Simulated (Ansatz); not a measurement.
# Bilayer T-PtS2 in a field along the normal: induced dipole (PBEsol)

A gate puts a field across bilayer T-PtS2. How large is the induced dipole, and what happens to the gap?

All values are computed: Ansatz 0.2.0, PBEsol, plane waves, no spin–orbit coupling; sawtooth field with a dipole correction, atoms held at their zero-field places, cell area 10.87 Å². The field is the one in the vacuum. Energy changes count from the zero-field run.

```
field (V/Å)  dipole (e·Å)  energy change (meV)  gap on the path (eV)
       0.05         0.026                 -0.6                  0.55
        0.1         0.052                 -2.6                  0.55
        0.2         0.104                -10.4                  0.55
        0.3             ?                    ?                     ?
        0.4         0.208                -41.5                  0.55
```

**Fit.** A least-squares line through the shown values, as rounded, is dipole = 0.000 + 0.52 × field (V/Å); it misses them by 0.000 e·Å at most. The fit misses the rows by 0.000 e·Å on average, and their plain mean by 0.058 e·Å, so the fit does better. The slope is the electronic polarisability of the cell, α = 0.52 e·Å²/V. It also sets the energy, −αF²/2 for a sheet without a dipole of its own: -41.6 meV at 0.4 V/Å. From the weakest to the strongest field the gap on the path changes by +0.00 eV.

**The withheld row.** The prediction is 0.000 + 0.52 × (0.3) = 0.156 e·Å. The run gave dipole 0.156 e·Å, energy change -23.3 meV, gap on the path 0.55 eV. The miss in dipole is +0.000 e·Å, within the scatter of the fitted rows. The mean of the shown rows would have missed by +0.058 e·Å.

Ions don't move, so the lattice part of the screening is missing; semilocal functionals overestimate polarisabilities somewhat.

[Logs are printed without paths, hosts, clocks, repeated set-up lines and the standing remarks that a program may print on its own settings, such as how far it seeks lower states.]
